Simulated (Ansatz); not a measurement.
# ScCd (Pm-3m): the cell at rest

Wanted: the relaxed cell of ScCd (Pm-3m).

Main program and level: Ansatz 0.2.0; DFT PBEsol, scalar-relativistic, plane waves, PAW; PAW set soft_1.

Most raw output is cut from this account.

## (1) The structure

The structure is cubic, space group Pm-3m (No. 221). The conventional cell has a = 3.526 Å, b = 3.526 Å, c = 3.526 Å, α = 90.00°, β = 90.00°, γ = 90.00°. Nearest to Sc lie 8 Cd at 3.05 Å. Nearest to Cd lie 8 Sc at 3.05 Å. Farther neighbours are not listed.

## (2) Probe on a coarse mesh

A quick single point on a coarse mesh tells whether the cell has a gap and how far it is from rest, which sets the k mesh and smearing that follow.

input.yaml

```yaml
crystal:
  lattice:
    - [3.52625559, 0.0, 0.0]
    - [0.0, 3.52625559, 0.0]
    - [0.0, 0.0, 3.52625559]
  atoms:
    - { symbol: Sc, position: [0.5, 0.5, 0.5] }
    - { symbol: Cd, position: [0.0, 0.0, 0.0] }
kpoints:
  mp_grid: { grid: [6, 6, 6] }
hamiltonian:
  xc: pbesol
  pseudopotentials: { kind: paw, azcp: { folder: soft_1 }, xc_functional: pbe }
scf:
  occupations: { method: gaussian, width: 0.1 }
output:
  forces: true
  stress: true
  eigenvalues: true
```

On the command line:

```
$ ansatz run input.yaml --threads 4 --pin off --max-ram 10240MiB --backend cpu --events-out ev --progress --plain --runs-dir out
```

Wall time 0.53 s (4 threads of Arm Neoverse V1, shared host); peak memory 0.3 GiB.

This step gave:

| Quantity | Value |
| --- | --- |
| pressure | -2.528 GPa |
| volume per atom | 21.92 Å³ |
| gap on the k-mesh | 0 eV |

The coarse mesh shows no gap and a pressure of -2.5 GPa.

## (3) Relaxation

The cell and atoms are relaxed, since residual forces and stress would shift the frequencies.

input.yaml, the sections that differ from step 2:

```yaml
kpoints:
  mp_grid: { grid: [12, 12, 12] }
output:
  forces: true
  stress: true
  eigenvalues: true
  write_density: true
  write_potential: true
  elf: true
  volumetric_format: npy
relax:
  adjacent_minimum: "off"
  f_tol: 0.005
  max_steps: 80
  cell: { stress_tol: 0.05 }
# crystal, hamiltonian, scf: as in step 2
```

It took 5.7 s on 4 threads; peak memory 0.4 GiB.

Relaxation path:

```csv
step,energy less that of the first step (eV),largest force component (eV/Å),pressure (GPa),volume (Å³)
1,0.0000,0.0000,-2.46,43.85
2,-0.0081,0.0000,1.58,41.50
3,-0.0120,0.0000,-0.09,42.39
4,-0.0121,0.0000,0.00,42.34
5*,-0.0119,0.0000,0.00,42.34
```

Relaxation steps marked * repeat the geometry before them on a plane-wave basis chosen anew for their cell, so energy and pressure can jump there.

The run keeps the 48 symmetry operations that it works with, so distortions that break them were not tested.

```csv
"conventional cell, symmetrised",before,after,change
a (Å),3.526,3.485,-1.2 %
b (Å),3.526,3.485,-1.2 %
c (Å),3.526,3.485,-1.2 %
volume (Å³/atom),21.92,21.17,-3.4 %
```

Final coordinates:

```xyz
2
Lattice="3.4854 0.0000 0.0000 0.0000 3.4854 0.0000 0.0000 0.0000 3.4854" Properties=species:S:1:pos:R:3 pbc="T T T"
Sc    1.7427    1.7427    1.7427
Cd    0.0000    0.0000    0.0000
```

Numbers from this step:

```
pressure        : -0.002109 GPa
volume per atom : 21.17 Å³
```

ELF in the ac plane at fractional y = 0.000, with atoms of Cd within 0.2 Å of it. It is the smooth field of the valence electrons, not physical close to the nuclei.

Ten even steps from '_' (0.21) to '@' (0.95), each cell a mean:
```
%%##--..____..::..____..==##
++--::______::::..____..::==
::....____..::::::..____....
________..::::::::::..______
______..::::......::::..____
......::::..______..::::....
::::::::::..______..::::::::
....::::::..______..::::::..
____....::::......::::..____
________..::::::::::..______
....______..::::::..______..
==--..____..::::..____..::--
%%**--..____..::..____..--##
@@%%==..____..::..____::++%%
```
Columns run along a (3.5 Å), rows up along c (3.5 Å). Atoms in or near the plane, at fractional coordinates: Cd at (0.00, 0.00).

Valence density in the ac plane at fractional y = 0.000, with atoms of Cd within 0.2 Å of it. It is the smooth field of the valence electrons, not physical close to the nuclei.

Values in e/Å³, 14 rows by 14 columns, each cell a mean:
```
20 15  7  2  0  0  0  0  0  0  1  3  8 16
10  8  4  1  0  0  0  0  0  0  0  2  4  8
 4  3  1  1  0  0  0  0  0  0  0  1  2  3
 1  1  0  0  0  0  0  0  0  0  0  0  0  1
 0  0  0  0  0  0  0  0  0  0  0  0  0  0
 0  0  0  0  0  0  0  0  0  0  0  0  0  0
 0  0  0  0  0  0  0  0  0  0  0  0  0  0
 0  0  0  0  0  0  0  0  0  0  0  0  0  0
 0  0  0  0  0  0  0  0  0  0  0  0  0  0
 1  0  0  0  0  0  0  0  0  0  0  0  0  0
 2  2  1  0  0  0  0  0  0  0  0  1  1  2
 9  6  3  1  0  0  0  0  0  0  0  1  4  7
18 13  6  2  0  0  0  0  0  0  1  3  8 15
25 18  9  2  1  0  0  0  0  0  1  4 10 20
```
Columns run along a (3.5 Å), rows up along c (3.5 Å). Atoms in or near the plane, at fractional coordinates: Cd at (0.00, 0.00).

Electrostatic potential energy in the ac plane at fractional y = 0.000, with atoms of Cd within 0.2 Å of it. With pseudopotentials it is smooth inside the atoms' cores, unlike the true potential.

Ten even steps from '0' (-20 eV) to '9' (15 eV), each cell a mean:
```
00136999986210
01247999997321
22468999998632
56789999999876
88999999999998
99999999999999
99999999999999
99999999999999
99999999999999
67889999999876
33478999998643
11248999997421
00137999986210
00136999985200
```
Columns run along a (3.5 Å; values clipped at the 3rd and 97th percentile), rows up along c (3.5 Å). Atoms in or near the plane, at fractional coordinates: Cd at (0.00, 0.00).

In this step the volume went from 21.92 to 21.17 Å³/atom.

## (4) Tight relaxation

Phonons need a cell at rest on their own settings, so the relaxation is repeated with tight tolerances on forces and stress, using the mesh and the filling of the phonon run that follows.

input.yaml, the sections that differ from step 3:

```yaml
crystal:
  lattice:
    - [3.485384078, 0.0, 0.0]
    - [0.0, 3.485384078, 0.0]
    - [0.0, 0.0, 3.485384078]
  atoms:
    - { symbol: Sc, position: [0.5, 0.5, 0.5] }
    - { symbol: Cd, position: [0.0, 0.0, 0.0] }
scf:
  occupations: { method: methfessel_paxton, width: 0.2 }
output:
  forces: true
  stress: true
  eigenvalues: true
relax:
  adjacent_minimum: "off"
  f_tol: 0.001
  max_steps: 60
  cell: { stress_tol: 0.01 }
# kpoints, hamiltonian: as in step 3
```

Run time: 2.5 s. Hardware: 4 threads; peak memory 0.39 GiB; 8.6 s of CPU time.

Little changed from the start: no atom moved by 0.005 Å and no cell edge by 0.1 %.

Numbers from this step:

| Property | Result |
| --- | --- |
| pressure | -0.005809 GPa |

The forces vanish by symmetry and the pressure is -0.006 GPa, within the tolerances set. The cell now holds 21.17 Å³/atom.

## (5) Summary of results

| Item | Value |
| --- | --- |
| space group after relaxation (within 0.01 Å) | Pm-3m |
| lattice constant a | 3.485 Å |
| lattice constant b | 3.485 Å |
| lattice constant c | 3.485 Å |
| volume per atom | 21.2 Å³ |

In words: The forces vanish by symmetry and the pressure is -0.006 GPa, within the tolerances set. The cell now holds 21.17 Å³/atom. The relaxation keeps the symmetry of its start, so it says nothing on stability against lower symmetry. The runs are without spin polarisation, although the cell has an odd electron count. The PAW files were made for PBE and serve the other functionals too.

[Logs are printed without paths, hosts, clocks, repeated set-up lines and the standing remarks that a program may print on its own settings, such as how far it seeks lower states.]

[Hosts, paths, dates, database ids (printed as entryN), source tags and the programs' standing remarks are cut or masked in the printed files.]
